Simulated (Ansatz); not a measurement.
**Phonons of Te2Mo (P6_3/mmc) against volume**

Aim: how do the optical modes of Te2Mo (P6_3/mmc) move with volume?

Program: Ansatz 0.2.0. Level of theory: DFT LDA, scalar-relativistic, plane waves, PAW; PAW set soft_1. Results are calculated unless marked as measured.

Experimental background.

For MoTe2, 2H (bulk crystal, literature), “MBE growth of 2H-MoTe2 and 1T'-MoTe2 on 3D substrates” (2017, arxiv:1705.00651) quotes earlier work: lattice constant a 3.52085 Å [literature value quoted for comparison]; lattice constant c 13.9664 Å [literature value quoted for comparison].

### Step 1. The structure

Symmetry: P6_3/mmc, No. 194, hexagonal system. Conventional cell: a = 3.518 Å, b = 3.518 Å, c = 13.974 Å, α = 90.00°, β = 90.00°, γ = 120.00°. Nearest to Mo lie 6 Te at 2.72 Å. Nearest to Te lie 3 Mo at 2.72 Å. Farther neighbours and most contacts between anions are not listed.

Coordinates:

```cif
data_structure
_symmetry_space_group_name_H-M 'P 1'
_symmetry_Int_Tables_number 1
_cell_length_a 3.5182
_cell_length_b 3.5182
_cell_length_c 13.9736
_cell_angle_alpha 90.000
_cell_angle_beta 90.000
_cell_angle_gamma 120.000
_cell_volume 149.79
loop_
_atom_site_label
_atom_site_type_symbol
_atom_site_fract_x
_atom_site_fract_y
_atom_site_fract_z
_atom_site_occupancy
Mo1 Mo 0.33333 0.66667 0.25000 1
Mo2 Mo 0.66667 0.33333 0.75000 1
Te3 Te 0.33333 0.66667 0.62100 1
Te4 Te 0.66667 0.33333 0.12100 1
Te5 Te 0.33333 0.66667 0.87900 1
Te6 Te 0.66667 0.33333 0.37900 1
```

### Step 2. Relaxation

Harmonic phonons are second derivatives at a point where the forces vanish, and they are wanted at zero stress, so atoms and cell are relaxed first.

input.yaml reads:

```yaml
crystal:
  lattice:
    - [3.5182, 0.0, 0.0]
    - [-1.7591, 3.0468505756, 0.0]
    - [0.0, 0.0, 13.9736]
  atoms:
    - { symbol: Mo, position: [0.33333333, 0.66666667, 0.25] }
    - { symbol: Mo, position: [0.66666667, 0.33333333, 0.75] }
    - { symbol: Te, position: [0.33333333, 0.66666667, 0.621] }
    - { symbol: Te, position: [0.66666667, 0.33333333, 0.121] }
    - { symbol: Te, position: [0.33333333, 0.66666667, 0.879] }
    - { symbol: Te, position: [0.66666667, 0.33333333, 0.379] }
kpoints:
  mp_grid: { grid: [9, 9, 2] }
hamiltonian:
  xc: lda
  pseudopotentials: { kind: paw, azcp: { folder: soft_1 }, xc_functional: pbe }
scf:
  occupations: { method: gaussian, width: 0.02 }
output:
  forces: true
  stress: true
  eigenvalues: true
  write_density: true
  write_potential: true
  elf: true
  volumetric_format: npy
relax:
  adjacent_minimum: "off"
  f_tol: 0.005
  max_steps: 80
  cell: { stress_tol: 0.05 }
```

Launch:

```sh
$ ansatz run input.yaml --threads 8 --pin off --max-ram 16384MiB --backend cpu --events-out ev --progress --plain --runs-dir out
```

Numbers of over 12 decimals in the logs are rounded to 6 here.

The log of the run:

```text
Engine: ansatz 0.2.0, aarch64-unknown-linux-gnu
Pseudopotentials: kind: paw
Pseudopotential: Mo, paw, valence charge 14, recommended cutoff 420 eV (normal), soft_1/Mo.paw.azcp
Pseudopotential: Te, paw, valence charge 16, recommended cutoff 420 eV (normal), soft_1/Te.paw.azcp
Functional definition: SPW92
  exchange = slater_x
  correlation = pw_c
Crystal: 6 atoms, lattice volume = 149.789 Å³
Basis set: ecut = 420 eV, 2909 PW (Γ)
Bands: 56, of which v1, the nominal top of the filled ones, is band 46 counted from 1 (45 counted from 0)
Symmetry: 24 space group operations
Space group: P63/mmc (ITA 194), of the structure as read, at distance tolerance 5.3e-5 Å
k-points: 24 of 162
Non-local potential: Mo, projectors of the file, l = 0: 3, l = 1: 2, l = 2: 2, l = 3: 1
Non-local potential: Te, projectors of the file, l = 0: 2, l = 1: 2, l = 2: 2, l = 3: 1
PAW form: soft (Blöchl's): semilocal exchange-correlation on the pseudo side does not see the compensation charge
PAW frozen core: Mo, regenerated for the run's functional, and the local potential with it (the file was generated under x = pbe(κ = 0.804, μ = 0.219515), c = pbe(β = 0.066725))
PAW frozen core: Te, regenerated for the run's functional, and the local potential with it (the file was generated under x = pbe(κ = 0.804, μ = 0.219515), c = pbe(β = 0.066725))
PAW one-centre angular grid: Mo, 590 points (default); XC on 64 Gauss nodes
PAW one-centre angular grid: Te, 590 points (default); XC on 64 Gauss nodes
Initial density: superposition of atomic densities (chi_scale 0.1, normalization cell, long waves kept (reshape's long-wave potential 0.01 eV rms))
Initial wavefunctions: pseudopotential atomic-orbital guess
Functional: x = slater, c = lda
SCF iter   1: F=—  HF=-36998.304309 eV  |F-HF|=—  |Δ(HF+E_count)|=         —  Δρ=5.70e-2  dr2=7.13e0  ethr=3.10e-3  ⟨swp⟩=7.6  Hψ=5358  notcnv=0
preconditioner: auto → Resta (q_TF=auto, 2.515 Å⁻¹)  ε∞=6.3  [insulator: Δε(μ)=0.776 eV  Ē_g=7.879 eV  σ=0.020 eV  W_gap=1.00  n_scr=52 (ndim 8)  ℏωp=18.2 eV  f_vac=0.007  D(μ)=0.00/eV (n_scr^D=0)  ε∞_Penn≈6.3]
SCF iter   2: F=—  HF=-36997.010781 eV  |F-HF|=—  |Δ(HF+E_count)|=    1.29e0  Δρ=3.00e-2  dr2=1.87e0  ethr=3.10e-3  ⟨swp⟩=2.0  Hψ=1948  notcnv=0  defer=63
SCF iter   3: F=—  HF=-36996.565657 eV  |F-HF|=—  |Δ(HF+E_count)|=   4.45e-1  Δρ=3.84e-3  dr2=2.56e-2  ethr=2.04e-3  ⟨swp⟩=2.4  Hψ=1825  notcnv=0  defer=63
SCF iter   4: F=—  HF=-36996.562308 eV  |F-HF|=—  |Δ(HF+E_count)|=   3.35e-3  Δρ=1.24e-3  dr2=3.88e-3  ethr=2.78e-5  ⟨swp⟩=2.2  Hψ=2209  notcnv=0  defer=63
SCF iter   5: F=—  HF=-36996.561687 eV  |F-HF|=—  |Δ(HF+E_count)|=   6.21e-4  Δρ=2.74e-4  dr2=2.06e-4  ethr=4.22e-6  ⟨swp⟩=2.0  Hψ=1758  notcnv=0  defer=63
SCF iter   6: F=—  HF=-36996.561687 eV  |F-HF|=—  |Δ(HF+E_count)|=   2.00e-7  Δρ=1.15e-4  dr2=3.80e-5  ethr=2.24e-7  ⟨swp⟩=2.4  Hψ=1624  notcnv=0  defer=63
SCF iter   7: F=—  HF=-36996.561690 eV  |F-HF|=—  |Δ(HF+E_count)|=   2.82e-6  Δρ=2.04e-5  dr2=7.44e-7  ethr=4.13e-8  ⟨swp⟩=2.1  Hψ=1525  notcnv=0  defer=63
SCF iter   8: F=—  HF=-36996.561690 eV  |F-HF|=—  |Δ(HF+E_count)|=   1.31e-7  Δρ=8.69e-6  dr2=1.85e-7  ethr=1.09e-10  ⟨swp⟩=16.8  Hψ=10800  notcnv=0
SCF iter   9: F=-36996.561690 eV  HF=-36996.561690 eV  |F-HF|=6.55e-10  |Δ(HF+E_count)|=   1.79e-8  Δρ=1.80e-6  dr2=4.72e-9  ethr=1.09e-10  ⟨swp⟩=8.1  Hψ=7739  notcnv=0
SCF 1 converged in 9 iterations: F = -36996.561690 eV  dr2 = 4.72e-9
  greatest PAW one-centre occupation: 0.999 electrons in one spin orbital (limit 2), on the Te atom at site 5 (counted from 0), in its partial waves of l = 2
relax step   1: F+E_penalty+E_count = -36996.56169029 eV  Δ(F+E_penalty+E_count) = +0.000e0 eV  max|allowed force component| = 2.939e-1 eV/Å  Δτ_max = 0.0000 Å  P = -3.027 GPa  Ω = 149.789 Å³  (9 SCF iters, dr2 threshold 1.00e-7 eV, accepted)
Crystal: 6 atoms, lattice volume = 133.928 Å³
Basis set: ecut = 420 eV, 2661 PW (Γ)
Initial density: handed on by an earlier stage of this run
Initial wavefunctions: those handed on with the density
iter 1 solved again at ethr=1.81e-4 eV; its pass at ethr=3.10e-3 eV (dr2=1.67e-1 eV) is discarded
SCF iter   1: F=—  HF=-36996.424818 eV  |F-HF|=—  |Δ(HF+E_count)|=         —  Δρ=5.51e-3  dr2=1.70e-1  ethr=1.81e-4  ⟨swp⟩=2.0  Hψ=6451  notcnv=0
preconditioner: auto → Resta (q_TF=auto, 2.563 Å⁻¹)  ε∞=6.8  [insulator: Δε(μ)=0.655 eV  Ē_g=8.018 eV  σ=0.020 eV  W_gap=1.00  n_scr=52 (ndim 8)  ℏωp=19.3 eV  f_vac=0.004  D(μ)=0.00/eV (n_scr^D=0)  ε∞_Penn≈6.8]
SCF iter   2: F=—  HF=-36996.406056 eV  |F-HF|=—  |Δ(HF+E_count)|=   1.88e-2  Δρ=2.74e-3  dr2=4.16e-2  ethr=1.81e-4  ⟨swp⟩=2.2  Hψ=1573  notcnv=0
SCF iter   3: F=—  HF=-36996.400505 eV  |F-HF|=—  |Δ(HF+E_count)|=   5.55e-3  Δρ=6.40e-4  dr2=6.19e-4  ethr=4.52e-5  ⟨swp⟩=3.2  Hψ=2046  notcnv=0
SCF iter   4: F=—  HF=-36996.400472 eV  |F-HF|=—  |Δ(HF+E_count)|=   3.33e-5  Δρ=1.47e-4  dr2=5.88e-5  ethr=6.72e-7  ⟨swp⟩=2.1  Hψ=1857  notcnv=0
SCF iter   5: F=—  HF=-36996.400462 eV  |F-HF|=—  |Δ(HF+E_count)|=   1.00e-5  Δρ=3.31e-5  dr2=1.72e-6  ethr=6.39e-8  ⟨swp⟩=2.0  Hψ=1668  notcnv=0
SCF iter   6: F=-36996.400462 eV  HF=-36996.400462 eV  |F-HF|=4.58e-8  |Δ(HF+E_count)|=   6.93e-9  Δρ=9.75e-6  dr2=2.07e-7  ethr=6.52e-10  ⟨swp⟩=11.2  Hψ=9914  notcnv=0
SCF 2 converged in 6 iterations: F = -36996.400462 eV  dr2 = 2.07e-7
  greatest PAW one-centre occupation: 0.999 electrons in one spin orbital (limit 2), on the Te atom at site 4 (counted from 0), in its partial waves of l = 2
relax step   2: F+E_penalty+E_count = -36996.40046181 eV  Δ(F+E_penalty+E_count) = +1.612e-1 eV  max|allowed force component| = 5.728e-1 eV/Å  Δτ_max = 0.0380 Å  P = +7.522 GPa  Ω = 133.928 Å³  energy of the carried Pulay correction = +4.806e-3 eV  (6 SCF iters, dr2 threshold 6.00e-7 eV, rejected (line search))
Crystal: 6 atoms, lattice volume = 145.002 Å³
Basis set: ecut = 420 eV, 2825 PW (Γ)
iter 1 solved again at ethr=1.04e-4 eV; its pass at ethr=3.10e-3 eV (dr2=9.55e-2 eV) is discarded
SCF iter   1: F=—  HF=-36996.622803 eV  |F-HF|=—  |Δ(HF+E_count)|=         —  Δρ=4.06e-3  dr2=1.02e-1  ethr=1.04e-4  ⟨swp⟩=3.1  Hψ=6853  notcnv=0
preconditioner: auto → Resta (q_TF=auto, 2.529 Å⁻¹)  ε∞=6.9  [insulator: Δε(μ)=0.762 eV  Ē_g=7.628 eV  σ=0.020 eV  W_gap=1.00  n_scr=52 (ndim 8)  ℏωp=18.5 eV  f_vac=0.014  D(μ)=0.00/eV (n_scr^D=0)  ε∞_Penn≈6.9]
SCF iter   2: F=—  HF=-36996.611372 eV  |F-HF|=—  |Δ(HF+E_count)|=   1.14e-2  Δρ=2.67e-3  dr2=1.49e-2  ethr=1.04e-4  ⟨swp⟩=3.0  Hψ=1884  notcnv=0
SCF iter   3: F=—  HF=-36996.609079 eV  |F-HF|=—  |Δ(HF+E_count)|=   2.29e-3  Δρ=1.21e-3  dr2=6.20e-3  ethr=1.62e-5  ⟨swp⟩=2.0  Hψ=1869  notcnv=0
SCF iter   4: F=—  HF=-36996.608207 eV  |F-HF|=—  |Δ(HF+E_count)|=   8.72e-4  Δρ=3.79e-4  dr2=2.28e-4  ethr=6.74e-6  ⟨swp⟩=2.0  Hψ=1874  notcnv=0
SCF iter   5: F=—  HF=-36996.608175 eV  |F-HF|=—  |Δ(HF+E_count)|=   3.19e-5  Δρ=7.01e-5  dr2=9.89e-6  ethr=2.48e-7  ⟨swp⟩=2.1  Hψ=1866  notcnv=0
SCF iter   6: F=—  HF=-36996.608174 eV  |F-HF|=—  |Δ(HF+E_count)|=   7.60e-7  Δρ=1.90e-5  dr2=6.03e-7  ethr=1.08e-8  ⟨swp⟩=2.8  Hψ=2286  notcnv=0
SCF iter   7: F=—  HF=-36996.608174 eV  |F-HF|=—  |Δ(HF+E_count)|=   5.48e-7  Δρ=5.31e-6  dr2=4.16e-8  ethr=6.56e-10  ⟨swp⟩=2.2  Hψ=2248  notcnv=0
SCF iter   8: F=—  HF=-36996.608174 eV  |F-HF|=—  |Δ(HF+E_count)|=   1.17e-8  Δρ=1.59e-6  dr2=4.20e-9  ethr=4.52e-11  ⟨swp⟩=2.5  Hψ=2081  notcnv=0
SCF iter   9: F=—  HF=-36996.608174 eV  |F-HF|=—  |Δ(HF+E_count)|=  9.75e-10  Δρ=5.31e-7  dr2=3.96e-10  ethr=4.57e-12  ⟨swp⟩=2.2  Hψ=2218  notcnv=0
SCF iter  10: F=-36996.608174 eV  HF=-36996.608174 eV  |F-HF|=2.18e-11  |Δ(HF+E_count)|=  5.82e-11  Δρ=1.27e-7  dr2=2.08e-11  ethr=1.00e-12  ⟨swp⟩=6.8  Hψ=6427  notcnv=0
SCF 3 converged in 10 iterations: F = -36996.608174 eV  dr2 = 2.08e-11
relax step   3: F+E_penalty+E_count = -36996.60817357 eV  Δ(F+E_penalty+E_count) = -4.648e-2 eV  max|allowed force component| = 2.407e-2 eV/Å  Δτ_max = 0.0113 Å  P = -0.399 GPa  Ω = 145.002 Å³  energy of the carried Pulay correction = +1.358e-3 eV  (10 SCF iters, accepted)
[...]
relax step   4: F+E_penalty+E_count = -36996.60954466 eV  Δ(F+E_penalty+E_count) = -1.371e-3 eV  max|allowed force component| = 4.925e-3 eV/Å  Δτ_max = 0.0092 Å  P = +0.030 GPa  Ω = 143.770 Å³  energy of the carried Pulay correction = +1.720e-3 eV  (5 SCF iters, dr2 threshold 4.73e-7 eV, accepted)
Initial wavefunctions: pseudopotential atomic-orbital guess (no wavefunctions were taken with the density)
iter 1 solved again at ethr=4.80e-7 eV; its pass at ethr=3.10e-3 eV (dr2=4.41e-4 eV) is discarded
SCF iter   1: F=—  HF=-36996.607850 eV  |F-HF|=—  |Δ(HF+E_count)|=         —  Δρ=5.62e-5  dr2=1.40e-6  ethr=4.80e-7  ⟨swp⟩=3.3  Hψ=9049  notcnv=0
preconditioner: auto → Resta (q_TF=auto, 2.533 Å⁻¹)  ε∞=6.9  [insulator: Δε(μ)=0.720 eV  Ē_g=7.650 eV  σ=0.020 eV  W_gap=1.00  n_scr=52 (ndim 8)  ℏωp=18.6 eV  f_vac=0.011  D(μ)=0.00/eV (n_scr^D=0)  ε∞_Penn≈6.9]
SCF iter   2: F=—  HF=-36996.607853 eV  |F-HF|=—  |Δ(HF+E_count)|=   3.21e-6  Δρ=2.76e-5  dr2=3.71e-7  ethr=1.53e-9  ⟨swp⟩=2.0  Hψ=2395  notcnv=0
SCF iter   3: F=—  HF=-36996.607853 eV  |F-HF|=—  |Δ(HF+E_count)|=   1.16e-9  Δρ=5.16e-6  dr2=4.13e-8  ethr=4.03e-10  ⟨swp⟩=2.0  Hψ=1859  notcnv=0
SCF iter   4: F=—  HF=-36996.607853 eV  |F-HF|=—  |Δ(HF+E_count)|=   6.03e-9  Δρ=1.33e-6  dr2=4.61e-9  ethr=4.49e-11  ⟨swp⟩=2.0  Hψ=1644  notcnv=0
SCF iter   5: F=—  HF=-36996.607853 eV  |F-HF|=—  |Δ(HF+E_count)|=  8.44e-10  Δρ=1.12e-6  dr2=4.95e-9  ethr=5.01e-12  ⟨swp⟩=2.6  Hψ=2047  notcnv=0
SCF iter   6: F=—  HF=-36996.607853 eV  |F-HF|=—  |Δ(HF+E_count)|=  5.17e-10  Δρ=3.70e-7  dr2=2.69e-10  ethr=5.01e-12  ⟨swp⟩=2.0  Hψ=1473  notcnv=0
SCF iter   7: F=-36996.607853 eV  HF=-36996.607853 eV  |F-HF|=0.00e0  |Δ(HF+E_count)|=  2.18e-11  Δρ=6.55e-8  dr2=7.92e-12  ethr=1.00e-12  ⟨swp⟩=6.0  Hψ=5689  notcnv=0
SCF 5 converged in 7 iterations: F = -36996.607853 eV  dr2 = 7.92e-12
relax step   5: F+E_penalty+E_count = -36996.60785326 eV  Δ(F+E_penalty+E_count) = +1.691e-3 eV  max|allowed force component| = 4.733e-3 eV/Å  Δτ_max = 0.0000 Å  P = +0.028 GPa  Ω = 143.770 Å³  stress off target by 4.32e-2 GPa  SCF on the basis re-selected at this cell (its energy is not comparable with the rows above)  (7 SCF iters)
basis re-selected at this cell: Δ(F+E_penalty+E_count) = +1.691e-3 eV, ΔP = -0.002 GPa vs the last step (what re-selecting the basis moved, of the pressure what is left beyond the Pulay correction that the steps carried, after the strain that the cell walked since its last selection, with what the two solves' SCF thresholds leave and, on support functions, any second-order correction that the steps lacked; it is no m [...]
SCF converged after 7 iterations
Free energy (F): -36996.607853 eV
Harris-Foulkes:  -36996.607853 eV  (|F-HF|=0.00e0)
Internal energy: -36996.607853 eV  (E = F + TS)
E sigma→0 (E₀):  -36996.607853 eV
Fermi energy:    13.234705 eV
--- Per-component energies (eV) ---
  E_band       = -1105.329565
  E_kinetic    = 1546.604953
  E_local      = -8566.871417  (includes V_loc(G=0)·N_el)
  E_nonlocal   = 598.223276
  E_hartree    = 4048.147617
  E_xc         = -841.355692
  E_vxc        = -852.906400  (∫ρ·V_xc dr)
  E_paw        = -24279.374893  (= ΣΔE_a)
  E_vpaw       = -1926.675457  (= ΣTr[D̂ρ^β])
  E_aug_tail   = 0.000394  (compensation charges beyond the density's cutoff)
  E_ewald      = -9505.642292
  E_core_change = 3.660200  (= ΣΔE_core)
  E_smearing   = -0.000000  (= −TS)
  E_closure    = -0.000000  (closes the sum)
  Σ components = -36996.607853   (vs F -36996.607853, Δ=0.00e0)
--- Forces (eV/Å), atoms counted from 1 ---
  atom   1  Mo    -0.00000000     0.00000000     0.00000000
  atom   2  Mo     0.00000000    -0.00000000     0.00000000
  atom   3  Te    -0.00000000     0.00000000     0.00473342
  atom   4  Te     0.00000000    -0.00000000     0.00473342
  atom   5  Te    -0.00000000     0.00000000    -0.00473342
  atom   6  Te    -0.00000000    -0.00000000    -0.00473342
  max |Σ_I F_I| component: 2.31e-17 eV/Å
--- Stress (GPa, compression-positive) ---
        0.043244       0.000000       0.000000
       -0.000000       0.043244       0.000000
        0.000000       0.000000      -0.001047
  P = ⅓ Tr σ = 0.0285 GPa (0.285 kbar)
--- Band table (eV; the first three rows and the last of 24) ---
  k-point 0: bands = [... 42 lower, 11.8625, 11.8625, 12.6125, 12.8752, 15.8852, 15.8852, 16.0403, 16.0403, ... 6 higher]
  k-point 1: bands = [... 42 lower, 11.8426, 11.8426, 12.8053, 12.8053, 15.9263, 15.9263, 15.9263, 15.9263, ... 6 higher]
  k-point 2: bands = [... 42 lower, 11.7395, 11.8000, 12.6817, 12.8350, 15.3435, 15.3593, 15.4085, 15.4914, ... 6 higher]
  k-point 23: bands = [... 42 lower, 10.8082, 10.8082, 12.6121, 12.6121, 13.9061, 13.9061, 14.4577, 14.4577, ... 6 higher]
--- Relaxed structure (4 steps of the walk, 3 accepted, 1 SCFs on fresh bases) ---
  F+E_penalty+E_count = -36996.60785326 eV   max|allowed force component| = 4.733e-3 eV/Å   (the final SCF, on the basis selected at the relaxed cell)
  cell:  # Å, volume = 143.7696 Å³
    - [3.472018, 0.0, 0.0]
    - [-1.736009, 3.006856, 0.0]
    - [0.0, 0.0, 13.771223]
  atoms:
    - { symbol: Mo, position: [0.333333, 0.666667, 0.25] }
    - { symbol: Mo, position: [0.666667, 0.333333, 0.75] }
    - { symbol: Te, position: [0.333333, 0.666667, 0.619538] }
    - { symbol: Te, position: [0.666667, 0.333333, 0.119538] }
    - { symbol: Te, position: [0.333333, 0.666667, 0.880462] }
    - { symbol: Te, position: [0.666667, 0.333333, 0.380462] }
```

It took 17 s on 8 threads of Arm Neoverse N1, shared host; peak memory 0.71 GiB.

Step by step:

```
step  energy less that of the first step (eV)  largest force component (eV/Å)  pressure (GPa)  volume (Å³)
   1                                   0.0000                          0.2939           -3.03       149.79
   2                                   0.1612                          0.5728            7.52       133.93
   3                                  -0.0465                          0.0241           -0.40       145.00
   4                                  -0.0479                          0.0049            0.03       143.77
  5*                                  -0.0462                          0.0047            0.03       143.77
```

Relaxation steps marked * repeat the geometry before them on a plane-wave basis chosen anew for their cell, so energy and pressure can jump there. Relaxation step 2 was tried and not accepted.

The run keeps the 24 symmetry operations that it works with, so distortions that break them were not tested.

```
conventional cell, symmetrised  before   after  change
                         a (Å)   3.518   3.472  -1.3 %
                         b (Å)   3.518   3.472  -1.3 %
                         c (Å)  13.974  13.771  -1.4 %
              volume (Å³/atom)   24.96   23.96  -4.0 %
```

The atoms that moved most (Å, as changes of fractional coordinates times the final cell):

| atom | dx | dy | dz | length |
| --- | --- | --- | --- | --- |
| Te5 | 0.000 | 0.000 | 0.020 | 0.020 |
| Te4 | 0.000 | 0.000 | -0.020 | 0.020 |
| Te6 | 0.000 | 0.000 | 0.020 | 0.020 |
| Te3 | 0.000 | 0.000 | -0.020 | 0.020 |

The relaxed structure:

```cif
data_structure
_symmetry_space_group_name_H-M 'P 1'
_symmetry_Int_Tables_number 1
_cell_length_a 3.4720
_cell_length_b 3.4720
_cell_length_c 13.7712
_cell_angle_alpha 90.000
_cell_angle_beta 90.000
_cell_angle_gamma 120.000
_cell_volume 143.77
loop_
_atom_site_label
_atom_site_type_symbol
_atom_site_fract_x
_atom_site_fract_y
_atom_site_fract_z
_atom_site_occupancy
Mo1 Mo 0.33333 0.66667 0.25000 1
Mo2 Mo 0.66667 0.33333 0.75000 1
Te3 Te 0.33333 0.66667 0.61954 1
Te4 Te 0.66667 0.33333 0.11954 1
Te5 Te 0.33333 0.66667 0.88046 1
Te6 Te 0.66667 0.33333 0.38046 1
```

This step gave:

| Item | Value |
| --- | --- |
| pressure | 0.02848 GPa |
| gap on the k-mesh | 0.7200 eV |
| volume per atom | 23.96 Å³ |

Electrostatic potential energy in the ac plane at fractional y = 0.333, with atoms of Mo and Te within 0.2 Å of it. With pseudopotentials it is smooth inside the atoms' cores, unlike the true potential.

Ten even steps from '0' (-34 eV) to '9' (17 eV), each cell a mean:
```
99999999999999
88888999999999
87667899999998
87778899888998
89999875322468
89998730000015
89998740000026
88888887655678
87667899999998
87677899999999
99999999999999
99999999999999
99999999888899
99999864444457
89998634999624
89998743565336
88888887666788
87777899999998
87778899989998
89998875444568
89998733788525
89998733788535
99999986544578
99999999999999
```
Columns run along a (3.5 Å; values clipped at the 3rd and 97th percentile), rows up along c (13.8 Å). Atoms in or near the plane, at fractional coordinates: Mo at (0.67, 0.75), Te at (0.67, 0.12), Te at (0.67, 0.38).

ELF in the ac plane at fractional y = 0.333, with atoms of Mo and Te within 0.2 Å of it. It is the smooth field of the valence electrons, not physical close to the nuclei.

Ten even steps from '0' (0.04) to '9' (0.70), each cell a mean:
```
35654210000001
88988741000135
77777764222357
77777764322357
56665435677543
23442369978984
24543258989973
67777543444334
77667774323467
77777763111257
78987531000024
12332111222111
20001479999986
73125887545688
75236752000146
75346763111257
42123576555676
22332223333332
22222344444443
53224776444577
75347752000146
74236763100257
62014898877899
10000246888753
```
Columns run along a (3.5 Å), rows up along c (13.8 Å). Atoms in or near the plane, at fractional coordinates: Mo at (0.67, 0.75), Te at (0.67, 0.12), Te at (0.67, 0.38).

Valence density in the ac plane at fractional y = 0.333, with atoms of Mo and Te within 0.2 Å of it. It is the smooth field of the valence electrons, not physical close to the nuclei.

Ten steps, logarithmic in the rise over the least value, from '_' (0 e/Å³) to '@' (15 e/Å³), each cell a mean:
```
____________________________
..::::::....______________..
::::--::::::....______......
::::::::::::::::::::::..::::
::......::::--==++++++==--::
::........::==####%%%%##**--
::........::==**######**++--
::::::::::::::----====--::::
::::::::::::::............::
::::::::::::....________....
............________________
____________________________
____________....::::::....__
..______..::--==******++--::
::........::==##@@@@@@%%++--
::......::::--**##%%%%**==--
::......::::::::------::::::
::::--::::::................
::::::::::::..............::
::......::::::--==++++==--::
::......::::==##%%@@@@##++--
::..__....::==**%%@@@@##++--
..________..::--======--::::
______________..........____
```
Columns run along a (3.5 Å), rows up along c (13.8 Å). Atoms in or near the plane, at fractional coordinates: Mo at (0.67, 0.75), Te at (0.67, 0.12), Te at (0.67, 0.38).

In this step the volume went from 24.96 to 23.96 Å³/atom.

(Continued in part 2 of 4.)

[Logs are printed without paths, hosts, clocks, repeated set-up lines and the standing remarks that a program may print on its own settings, such as how far it seeks lower states.]

[Hosts, paths, dates, database ids (printed as entryN), source tags and the programs' standing remarks are cut or masked in the printed files.]
